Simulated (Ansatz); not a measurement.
System: Ga2O3 (R-3c).

```
Ga O
1.0
     2.49870    1.44262    4.48355
    -2.49870    1.44262    4.48355
     0.00000   -2.88525    4.48355
Ga O
4 6
Direct
  0.85559 0.85559 0.85559
  0.64441 0.64441 0.64441
  0.14441 0.14441 0.14441
  0.35559 0.35559 0.35559
  0.75000 0.44683 0.05317
  0.44683 0.05317 0.75000
  0.05317 0.75000 0.44683
  0.25000 0.55317 0.94683
  0.94683 0.25000 0.55317
  0.55317 0.94683 0.25000
```

The cell and positions are those that the Materials Project relaxed with its own functionals (PBE, PBE+U or r2SCAN), kept fixed. This is not the form that Ga2O3 usually takes at ambient conditions.

Gaps computed with Ansatz 0.2.0 without a self-energy: PBE 2.79 eV and PBE+SOC 2.79 eV.

**Question.** Estimate the G0W0@PBE gap with 4×4×4 mesh, 1631 empty bands, screening to 380 eV, hard PAW files.

About 4.66 eV: on its mesh the run moves the gap from 2.84 eV by +1.87 eV, and the mesh misses the edges by 0.05 eV. Bands and cutoff are finite, so the gap is not at the basis limit. The miss can reach some tenths of an eV and take either sign; the mesh is an error of its own. The many-body steps are scalar-relativistic: spin-orbit coupling is not in them.

[Paths, hosts, dates, memory and timing lines, banners, echoed tables and standing remarks are left out of the program output.]

[Logs are printed without paths, hosts, clocks, repeated set-up lines and the standing remarks that a program may print on its own settings, such as how far it seeks lower states.]

[Runs of the session that timed out or met a known fault of the program may be left out.]

[Cells called generated may have been cut or substituted from an entry of the Crystallography Open Database or the Materials Project.]

[Hosts, paths, dates, database ids (printed as entryN), source tags and the programs' standing remarks are cut or masked in the printed files.]
